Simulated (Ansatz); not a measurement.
# O on Nb(110): change of the work function, part 3 of 4

Wanted: Δφ(θ) for O/Nb(110), starting from the hollow site.

Ansatz 0.2.0; plane-wave DFT, PBE, Ansatz PAW.

So far, work function, upper face (eV): step 2 (the clean slab) 4.49; step 3 (37 atoms, coverage 0.111 ML, cell 3x3) 4.43.

### 4. The covered slab, k-mesh 6×6×1, coverage 0.25 ML

System of this step: Nb16O (O/Nb(110)). The cell holds 17 atoms: 16 Nb and 1 O. Cell: a = 5.716 Å, b = 5.716 Å, c = 26.706 Å, α = 90.0°, β = 90.0°, γ = 70.5°. Vacuum lies along c.

Another coverage, to see how the dipoles act on each other as their distance changes.

Input file input.yaml:

```yaml
crystal:
  lattice:
    - [4.6669047558, -3.3, 0.0]
    - [4.6669047558, 3.3, 0.0]
    - [0.0, 0.0, 26.7057149568]
  atoms:
    - { symbol: Nb, position: [0.0, 0.0, 0.3370065177] }
    - { symbol: Nb, position: [0.25, 0.25, 0.4243830355] }
    - { symbol: Nb, position: [0.0, 0.0, 0.5128520024] }
    - { symbol: Nb, position: [0.25, 0.25, 0.5971241099] }
    - { symbol: Nb, position: [0.0, 0.5, 0.3370065177] }
    - { symbol: Nb, position: [0.25, 0.75, 0.4243830355] }
    - { symbol: Nb, position: [0.0, 0.5, 0.5128520024] }
    - { symbol: Nb, position: [0.25, 0.75, 0.5971241099] }
    - { symbol: Nb, position: [0.5, 0.0, 0.3370065177] }
    - { symbol: Nb, position: [0.75, 0.25, 0.4243830355] }
    - { symbol: Nb, position: [0.5, 0.0, 0.5128520024] }
    - { symbol: Nb, position: [0.75, 0.25, 0.5971241099] }
    - { symbol: Nb, position: [0.5, 0.5, 0.3370065177] }
    - { symbol: Nb, position: [0.75, 0.75, 0.4243830355] }
    - { symbol: Nb, position: [0.5, 0.5, 0.5128520024] }
    - { symbol: Nb, position: [0.75, 0.75, 0.5971241099] }
    - { symbol: O, position: [0.42, 0.42, 0.6629934823] }
kpoints:
  mp_grid: { grid: [6, 6, 1] }
hamiltonian:
  xc: pbe
scf:
  occupations: { method: fermi_dirac, width: 0.1 }
  convergence: { dr2_threshold: 1.0e-08 }
efield:
  axis: 3
  dipole_correction: true
  ramp_position: 0.97
  ramp_width: 0.06
relax:
  f_tol: 0.02
  max_steps: 60
  constraints: [{ sites: [0, 1, 4, 5, 8, 9, 12, 13] }]
output:
  dos: { projected: true, e_range: [-8, 4] }
  write_potential: true
  write_density: true
  volumetric_format: npy
  elf: true
```

Launch:

```sh
> ansatz run input.yaml --threads 4 --pin off --max-ram 16384MiB --backend cpu --events-out ev --progress --plain --runs-dir out
```

Standard output:

```text
[...]
Crystal: 17 atoms, lattice volume = 822.578 Å³
Basis set: ecut = 420 eV, 16109 PW (Γ), exchange–correlation on 80×80×360 points (8 copies of the dense FFT grid, shifted against one another)
Bands: 129, of which v1, the nominal top of the filled ones, is band 107 counted from 1 (106 counted from 0)
Symmetry: 2 space group operations
[...]
k-points: 13 of 36 (time reversal used)
[...]
SCF iter   1: F=—  HF=-73396.974061 eV  |F-HF|=—  |Δ(HF+E_count)|=         —  Δρ=9.10e-3  dr2=1.12e1  ethr=1.77e-3  p=-0.168 e·Å  D=-3.70e-2 V/Å  ΔV_dip=0.99 eV  dr2_dipole=7.94e-3  V_vac-E_F(+/−)=5.85/4.86 eV  ⟨swp⟩=8.8  Hψ=8021  notcnv=0
[...]
SCF iter   9: F=-73396.607138 eV  HF=-73396.607138 eV  |F-HF|=1.31e-8  |Δ(HF+E_count)|=   6.06e-8  Δρ=5.81e-7  dr2=6.96e-9  ethr=4.67e-12  p=-0.192 e·Å  D=-4.23e-2 V/Å  ΔV_dip=1.13 eV  dr2_dipole=1.05e-11  V_vac-E_F(+/−)=5.66/4.53 eV  ⟨swp⟩=12.4  Hψ=12548  notcnv=0
SCF 1 converged in 9 iterations: F = -73396.607138 eV  dr2 = 6.96e-9
[...]
relax step   1: F+E_penalty+E_count = -73396.60713810 eV  Δ(F+E_penalty+E_count) = +0.000e0 eV  max|allowed force component| = 4.553e0 eV/Å  Δτ_max = 0.0000 Å  (9 SCF iters, accepted)
[...]
SCF iter  10: F=-73397.797540 eV  HF=-73397.797540 eV  |F-HF|=7.41e-9  |Δ(HF+E_count)|=   2.38e-8  Δρ=3.03e-7  dr2=1.10e-9  ethr=4.67e-12  p=-0.093 e·Å  D=-2.04e-2 V/Å  ΔV_dip=0.54 eV  dr2_dipole=1.19e-10  V_vac-E_F(+/−)=5.07/4.53 eV  ⟨swp⟩=10.2  Hψ=11668  notcnv=0
SCF 2 converged in 10 iterations: F = -73397.797540 eV  dr2 = 1.10e-9
relax step   2: F+E_penalty+E_count = -73397.79754043 eV  Δ(F+E_penalty+E_count) = -1.190e0 eV  max|allowed force component| = 3.288e0 eV/Å  Δτ_max = 0.1949 Å  (10 SCF iters, accepted)
SCF iter   1: F=—  HF=-73398.469348 eV  |F-HF|=—  |Δ(HF+E_count)|=         —  Δρ=5.73e-3  dr2=4.46e-1  ethr=2.36e-3  p=-0.093 e·Å  D=-2.04e-2 V/Å  ΔV_dip=0.54 eV  dr2_dipole=1.14e-1  V_vac-E_F(+/−)=5.05/4.51 eV  ⟨swp⟩=4.9  Hψ=3979  notcnv=0
[...]
SCF iter  10: F=-73398.376171 eV  HF=-73398.376171 eV  |F-HF|=1.00e-8  |Δ(HF+E_count)|=   6.60e-8  Δρ=3.17e-7  dr2=1.40e-9  ethr=4.67e-12  p=-0.004 e·Å  D=-8.22e-4 V/Å  ΔV_dip=0.02 eV  dr2_dipole=1.34e-10  V_vac-E_F(+/−)=4.55/4.53 eV  ⟨swp⟩=10.8  Hψ=11992  notcnv=0
SCF 3 converged in 10 iterations: F = -73398.376171 eV  dr2 = 1.40e-9
relax step   3: F+E_penalty+E_count = -73398.37617121 eV  Δ(F+E_penalty+E_count) = -5.786e-1 eV  max|allowed force component| = 7.684e-1 eV/Å  Δτ_max = 0.1949 Å  (10 SCF iters, accepted)
[...]
relax step   4: F+E_penalty+E_count = -73398.45058667 eV  Δ(F+E_penalty+E_count) = -7.442e-2 eV  max|allowed force component| = 2.701e-1 eV/Å  Δτ_max = 0.1947 Å  (10 SCF iters, accepted)
[...]
relax step   5: F+E_penalty+E_count = -73398.46849676 eV  Δ(F+E_penalty+E_count) = -1.791e-2 eV  max|allowed force component| = 1.208e-1 eV/Å  Δτ_max = 0.0612 Å  (9 SCF iters, accepted)
[...]
relax step   6: F+E_penalty+E_count = -73398.47336360 eV  Δ(F+E_penalty+E_count) = -4.867e-3 eV  max|allowed force component| = 1.111e-1 eV/Å  Δτ_max = 0.0367 Å  (8 SCF iters, accepted)
[...]
relax step   7: F+E_penalty+E_count = -73398.47531008 eV  Δ(F+E_penalty+E_count) = -1.946e-3 eV  max|allowed force component| = 2.040e-2 eV/Å  Δτ_max = 0.0195 Å  (7 SCF iters, accepted)
SCF iter   1: F=—  HF=-73398.475993 eV  |F-HF|=—  |Δ(HF+E_count)|=         —  Δρ=1.06e-4  dr2=1.75e-4  ethr=1.26e-6  p=0.016 e·Å  D=3.50e-3 V/Å  ΔV_dip=-0.09 eV  dr2_dipole=2.23e-5  V_vac-E_F(+/−)=4.44/4.53 eV  ⟨swp⟩=2.0  Hψ=2621  notcnv=0
[...]
SCF iter   6: F=-73398.475389 eV  HF=-73398.475389 eV  |F-HF|=5.18e-9  |Δ(HF+E_count)|=   4.04e-8  Δρ=4.31e-7  dr2=2.79e-9  ethr=4.67e-12  p=0.016 e·Å  D=3.47e-3 V/Å  ΔV_dip=-0.09 eV  dr2_dipole=1.66e-10  V_vac-E_F(+/−)=4.44/4.53 eV  ⟨swp⟩=10.2  Hψ=11887  notcnv=0
SCF 8 converged in 6 iterations: F = -73398.475389 eV  dr2 = 2.79e-9
relax step   8: F+E_penalty+E_count = -73398.47538892 eV  Δ(F+E_penalty+E_count) = -7.884e-5 eV  max|allowed force component| = 6.783e-3 eV/Å  Δτ_max = 0.0023 Å  (6 SCF iters, accepted)
[...]
SCF converged after 6 iterations
Free energy (F): -73398.475389 eV
[...]
Internal energy: -73397.778900 eV  (E = F + TS)
E sigma→0 (E₀):  -73398.127145 eV
Entropy (-TS):   -0.696489 eV (-40.970 meV/atom)
Fermi energy:    3.587330 eV
Dipole field:    D = 0.003480 V/Å  (p = 0.015819 e·Å, saw-weighted, corrected)
Work function:   Φ+ = 4.4359 eV   Φ− = 4.5288 eV
[...]
--- Forces (eV/Å), atoms counted from 1 ---
  atom   1  Nb     0.01139064     0.00000000     0.28078730
  atom   2  Nb    -0.09626434     0.00000000    -0.19043671
  atom   3  Nb     0.00247316     0.00000000     0.00085127
  atom   4  Nb     0.00080949     0.00000000    -0.00502437
  atom   5  Nb     0.01647632     0.01273173     0.28863864
  atom   6  Nb     0.03475591    -0.01380396    -0.39267407
  atom   7  Nb    -0.00036097    -0.00216453     0.00114356
  atom   8  Nb    -0.00319652    -0.00678348     0.00284921
  atom   9  Nb     0.01647632    -0.01273173     0.28863864
  atom  10  Nb     0.03475591     0.01380396    -0.39267407
  atom  11  Nb    -0.00036097     0.00216453     0.00114356
  atom  12  Nb    -0.00319652     0.00678348     0.00284921
  atom  13  Nb    -0.03385424     0.00000000     0.40527632
  atom  14  Nb     0.01677180     0.00000000    -0.28787793
  atom  15  Nb    -0.00433997     0.00000000    -0.00034744
  atom  16  Nb     0.00379417     0.00000000    -0.00427406
  atom  17  O      0.00389694     0.00000000     0.00113160
  max |Σ_I F_I| component: 2.71e-5 eV/Å
--- Band table (eV; the first three rows and the last of 13) ---
  k-point 0: bands = [... 103 lower, 3.7497, 3.7602, 3.9011, 3.9700, 4.0816, 4.3386, 4.3642, 5.1143, ... 18 higher]
  k-point 1: bands = [... 103 lower, 3.5475, 3.5888, 3.7317, 3.8661, 3.9663, 4.0919, 4.4352, 4.6136, ... 18 higher]
  k-point 2: bands = [... 103 lower, 3.2196, 3.3402, 3.4315, 3.4658, 3.5757, 3.7167, 3.8867, 3.9280, ... 18 higher]
  k-point 12: bands = [... 103 lower, 3.3631, 3.6204, 3.6774, 3.7220, 3.7421, 3.7518, 3.7587, 3.7987, ... 18 higher]
--- Relaxed structure (8 steps of the walk, 8 accepted, 0 SCFs on fresh bases) ---
  F+E_penalty+E_count = -73398.47538892 eV   max|allowed force component| = 6.783e-3 eV/Å
  atoms:
    - { symbol: Nb, position: [0.0, 0.0, 0.3370065177] }
    - { symbol: Nb, position: [0.25, 0.25, 0.424383] }
    - { symbol: Nb, position: [-0.000219778, -0.000219778, 0.512746] }
    - { symbol: Nb, position: [0.243195, 0.243195, 0.600170] }
    - { symbol: Nb, position: [0.0, 0.5, 0.3370065177] }
    - { symbol: Nb, position: [0.25, 0.75, 0.424383] }
    - { symbol: Nb, position: [-0.00189612, 0.499013, 0.512814] }
    - { symbol: Nb, position: [0.255034, 0.739009, 0.600228] }
    - { symbol: Nb, position: [0.5, 0.0, 0.3370065177] }
    - { symbol: Nb, position: [0.75, 0.25, 0.424383] }
    - { symbol: Nb, position: [0.499013, -0.00189612, 0.512814] }
    - { symbol: Nb, position: [0.739009, 0.255034, 0.600228] }
    - { symbol: Nb, position: [0.5, 0.5, 0.3370065177] }
    - { symbol: Nb, position: [0.75, 0.75, 0.424383] }
    - { symbol: Nb, position: [0.498931, 0.498931, 0.512555] }
    - { symbol: Nb, position: [0.754148, 0.754148, 0.593023] }
    - { symbol: O, position: [0.431266, 0.431266, 0.642966] }
```

Elapsed: 6.2 min, on 4 threads of Arm Neoverse V1, shared host; peak memory 2.9 GiB; 24 min of CPU time.

Relaxation path:

| step | energy less that of the first step (eV) | largest force component (eV/Å) |
| --- | --- | --- |
| 1 | 0.0000 | 4.5526 |
| 2 | -1.1904 | 3.2882 |
| 3 | -1.7690 | 0.7684 |
| 4 | -1.8434 | 0.2701 |
| 5 | -1.8614 | 0.1208 |
| 6 | -1.8662 | 0.1111 |
| 7 | -1.8682 | 0.0204 |
| 8 | -1.8683 | 0.0068 |

Forces are held to the 2 operations that the program found; a distortion that breaks them can't arise in this run.

The atoms that moved most (Å):

| atom | dx | dy | dz | length |
| --- | --- | --- | --- | --- |
| O17 | 0.105 | 0.000 | -0.535 | 0.545 |
| Nb16 | 0.039 | 0.000 | -0.110 | 0.116 |
| Nb4 | -0.064 | 0.000 | 0.081 | 0.103 |
| Nb12 | -0.028 | 0.053 | 0.083 | 0.102 |
| Nb8 | -0.028 | -0.053 | 0.083 | 0.102 |
| Nb7 | -0.013 | 0.003 | -0.001 | 0.014 |
| Nb11 | -0.013 | -0.003 | -0.001 | 0.014 |
| Nb15 | -0.010 | 0.000 | -0.008 | 0.013 |

The relaxed structure:

```cif
data_structure
_symmetry_space_group_name_H-M 'P 1'
_symmetry_Int_Tables_number 1
_cell_length_a 5.7158
_cell_length_b 5.7158
_cell_length_c 26.7057
_cell_angle_alpha 90.000
_cell_angle_beta 90.000
_cell_angle_gamma 70.529
_cell_volume 822.58
loop_
_atom_site_label
_atom_site_type_symbol
_atom_site_fract_x
_atom_site_fract_y
_atom_site_fract_z
_atom_site_occupancy
Nb1 Nb 0.00000 0.00000 0.33701 1
Nb2 Nb 0.25000 0.25000 0.42438 1
Nb3 Nb 0.99978 0.99978 0.51275 1
Nb4 Nb 0.24320 0.24320 0.60017 1
Nb5 Nb 0.00000 0.50000 0.33701 1
Nb6 Nb 0.25000 0.75000 0.42438 1
Nb7 Nb 0.99810 0.49901 0.51281 1
Nb8 Nb 0.25503 0.73901 0.60023 1
Nb9 Nb 0.50000 0.00000 0.33701 1
Nb10 Nb 0.75000 0.25000 0.42438 1
Nb11 Nb 0.49901 0.99810 0.51281 1
Nb12 Nb 0.73901 0.25503 0.60023 1
Nb13 Nb 0.50000 0.50000 0.33701 1
Nb14 Nb 0.75000 0.75000 0.42438 1
Nb15 Nb 0.49893 0.49893 0.51256 1
Nb16 Nb 0.75415 0.75415 0.59302 1
O17 O 0.43127 0.43127 0.64297 1
```

Numbers from this step:

| Item | Value |
| --- | --- |
| energy at zero smearing | -73398.1271 eV |
| work function, upper face | 4.436 eV |
| work function, lower face | 4.529 eV |
| dipole along the normal | 0.01582 e·Å |
| step between the vacuum levels | -0.09292 eV |

The density of states has structure finer than the step of the table below, so its rows give means over 0.2 eV. Peaks (eV: height): -1.50: 49.0, -1.44: 35.7, -1.38: 38.8, -1.29: 40.3, -1.23: 30.9, -0.57: 32.6, -0.45: 31.9.

Table of density of states by energy, zero at the Fermi level; means over each step:

| energy (eV) | density of states (states/eV a cell) |
| --- | --- |
| -5.8 | 0 |
| -5.6 | 7.10 |
| -5.4 | 8.38 |
| -5.2 | 9.57 |
| -5.0 | 7.79 |
| -4.8 | 1.22 |
| -4.6 | 1.15 |
| -4.4 | 1.71 |
| -4.2 | 2.77 |
| -4.0 | 2.61 |
| -3.8 | 3.61 |
| -3.6 | 3.77 |
| -3.4 | 13.1 |
| -3.2 | 17.3 |
| -3.0 | 16.3 |
| -2.8 | 18.9 |
| -2.6 | 23.3 |
| -2.4 | 22.6 |
| -2.2 | 16.5 |
| -2.0 | 14.4 |
| -1.8 | 15.8 |
| -1.6 | 23.1 |
| -1.4 | 31.8 |
| -1.2 | 26.8 |
| -1.0 | 23.3 |
| -0.8 | 21.5 |
| -0.6 | 27.3 |
| -0.4 | 27.3 |
| -0.2 | 25.2 |
| 0.0 | 21.2 |
| 0.2 | 20.4 |
| 0.4 | 13.5 |
| 0.6 | 10.2 |
| 0.8 | 13.1 |
| 1.0 | 11.7 |
| 1.2 | 14.0 |
| 1.4 | 14.9 |

Projected DOS per atom over height of the atomic layer and energy from the Fermi level. Layers: Nb4 Nb4 Nb4 Nb4 O from below.

Ten even steps from '0' (0.00 states/eV) to '9' (5.69 states/eV), each cell a mean:
```
21010
11010
10010
21120
32220
22220
33220
12210
11110
22220
12210
01100
00000
00000
00000
00009
00005
00000
00000
00000
00000
00000
```
Columns: height of the atomic layer (Å) from 9 to 17.2 (not evenly spaced); rows upwards: energy from the Fermi level (eV) from -7.96 to 1.54.

Electrostatic potential energy in the ca plane at fractional y = 0.000, with atoms of Nb within 0.2 Å of it. With pseudopotentials it is smooth inside the atoms' cores, unlike the true potential.

Ten even steps from '0' (-68 eV) to '9' (8 eV), each cell a mean:
```
00048999999840005899999999999999999999999999
43479999999874347999999999999999999999999999
87899999999988789999999999999999999999999999
98999999999999899999999999999999999999999999
87899999999988789999999999999999999999999999
43479999999874347999999999999999999999999999
00048999999840005899999999999999999999999999
00048999999730004899999999999999999999999999
21268999999852026899999999999999999999999999
65689999999986568999999999999999999999999999
88899999999998889999999999999999999999999999
88899999999998889999999999999999999999999999
65689999999986568999999999999999999999999999
10268999999852026899999999999999999999999999
00048999999730004899999999999999999999999999
```
Columns run along c (16.0 Å, from fractional 0.32 to 0.92 of the cell; values clipped at the 3rd and 97th percentile), rows up along a (5.7 Å). Atoms in or near the plane, at fractional coordinates: Nb at (0.34, 0.00), Nb at (0.51, 0.00), Nb at (0.34, 0.50), Nb at (0.51, 0.50).

ELF in the ca plane at fractional y = 0.000, with atoms of Nb within 0.2 Å of it. It is the smooth field of the valence electrons, not physical close to the nuclei.

Ten even steps from '0' (0.00) to '9' (0.74), each cell a mean:
```
96973554454389797356655665421000000000000000
89843543355248983355444554321000000000000000
34335543346433433565434443210000000000000000
33456543346643335664334443210000000000000000
44335543346433433554334543100000000000000000
89843553345248973344345553100000000000000000
96973564454389697345445653100000000000000000
83883564454397388356555653210000000000000000
99963554454369995355444553210000000000000000
67534543345335753454334443210000000000000000
33346543346643334664344443210000000000000000
33346543346643334664445554210000000000000000
67534543345335652465455665321000000000000000
99963554454269995366666776421000000000000000
73883564454397388357767776421000000000000000
```
Columns run along c (16.0 Å, from fractional 0.32 to 0.92 of the cell), rows up along a (5.7 Å). Atoms in or near the plane, at fractional coordinates: Nb at (0.34, 0.00), Nb at (0.51, 0.00), Nb at (0.34, 0.50), Nb at (0.51, 0.50).

Valence density in the ca plane at fractional y = 0.000, with atoms of Nb within 0.2 Å of it. It is the smooth field of the valence electrons, not physical close to the nuclei.

Ten steps, logarithmic in the rise over the least value, from '0' (0.0 e/Å³) to '9' (5.0 e/Å³), each cell a mean:
```
99974333333589997433332211000000000000000000
88754333333468875433333211000000000000000000
55543334433345554334433210000000000000000000
44433334433334443334433210000000000000000000
55543334333345554334433210000000000000000000
88864333333468875433333210000000000000000000
99974333333589997433332210000000000000000000
99985333333589997433332210000000000000000000
99964333333479996433333210000000000000000000
67643333333356764333433211000000000000000000
44433334433334443333443211000000000000000000
44433334433334443333443211000000000000000000
67643333333356764333333211000000000000000000
99964333333479996433333211000000000000000000
99985333333589997433333211000000000000000000
```
Columns run along c (16.0 Å, from fractional 0.32 to 0.92 of the cell), rows up along a (5.7 Å). Atoms in or near the plane, at fractional coordinates: Nb at (0.34, 0.00), Nb at (0.51, 0.00), Nb at (0.34, 0.50), Nb at (0.51, 0.50).

The relaxation took 8 steps and lowered the energy by 1.9 eV; the largest force on the free atoms ends at 0.0068 eV/Å.

By hand: a sheet of dipoles makes a step −p/(ε₀A) in the electron's potential. With e/ε₀ = 180.95 V·Å, p = 0.01582 e·Å and A = 30.80 Å², that is −180.95 × (0.01582) / 30.80 = -0.093 eV, and the two vacuum levels of the run differ by -0.093 eV.

The covered face has 4.44 eV, -0.06 eV against the clean one; the bare back face has moved by +0.00 eV, a measure of how thin the slab is.

### 5. Adsorbate added, k-mesh 6×6×1, coverage 0.5 ML

System of this step: Nb8O (O/Nb(110)). The cell holds 18 atoms: 16 Nb and 2 O. Its edges and angles: a = 5.716 Å, b = 5.716 Å, c = 26.706 Å, α = 90.0°, β = 90.0°, γ = 70.5°. Vacuum lies along c.

Another coverage, to see how the dipoles act on each other as their distance changes.

input.yaml, as its differences from that of step 4:

```diff
@@ -23,2 +23,3 @@
     - { symbol: O, position: [0.42, 0.42, 0.6629934823] }
+    - { symbol: O, position: [0.92, 0.42, 0.6629934823] }
 kpoints:
```

Standard output:

```text
[...]
Crystal: 18 atoms, lattice volume = 822.578 Å³
Basis set: ecut = 420 eV, 16109 PW (Γ), exchange–correlation on 80×80×360 points (8 copies of the dense FFT grid, shifted against one another)
Bands: 132, of which v1, the nominal top of the filled ones, is band 110 counted from 1 (109 counted from 0)
Symmetry: 2 space group operations
[...]
- { symbol: Nb, position: [0.257434, 0.741012, 0.598117] }
[...]
- { symbol: Nb, position: [0.5, 0.5, 0.3370065177] }
    - { symbol: Nb, position: [0.75, 0.75, 0.424383] }
    - { symbol: Nb, position: [0.496186, 0.498412, 0.511947] }
    - { symbol: Nb, position: [0.757434, 0.741012, 0.598117] }
    - { symbol: O, position: [0.420213, 0.444667, 0.642090] }
    - { symbol: O, position: [0.920213, 0.444667, 0.642090] }
[key lines of the parts left out:]
SCF converged after 6 iterations
Free energy (F): -73967.868127 eV
Fermi energy:    3.532471 eV
Dipole field:    D = -0.012690 V/Å  (p = -0.057685 e·Å, saw-weighted, corrected)
Work function:   Φ+ = 4.8783 eV   Φ− = 4.5394 eV
```

Elapsed: 11 min, on 4 threads; peak memory 3.5 GiB; 43 min of CPU time.

(Part 3 of 4 ends here.)

[Long decimals in the printed logs are rounded to 6 places.]

[Logs are printed without paths, hosts, clocks, repeated set-up lines and the standing remarks that a program may print on its own settings, such as how far it seeks lower states.]

[Hosts, paths, dates, database ids (printed as entryN), source tags and the programs' standing remarks are cut or masked in the printed files.]

[Maps of the electrostatic potential energy from Ansatz leave out the sawtooth potential of an applied field or a dipole correction, so their vacuum need not be flat; planar profiles and work functions include it.]

[The density of states shown here was stored with 400 of the rows of the run's finer table, so its peaks can read low, often by over a quarter, or be missed, and its means over a window can be off by a tenth or more.]
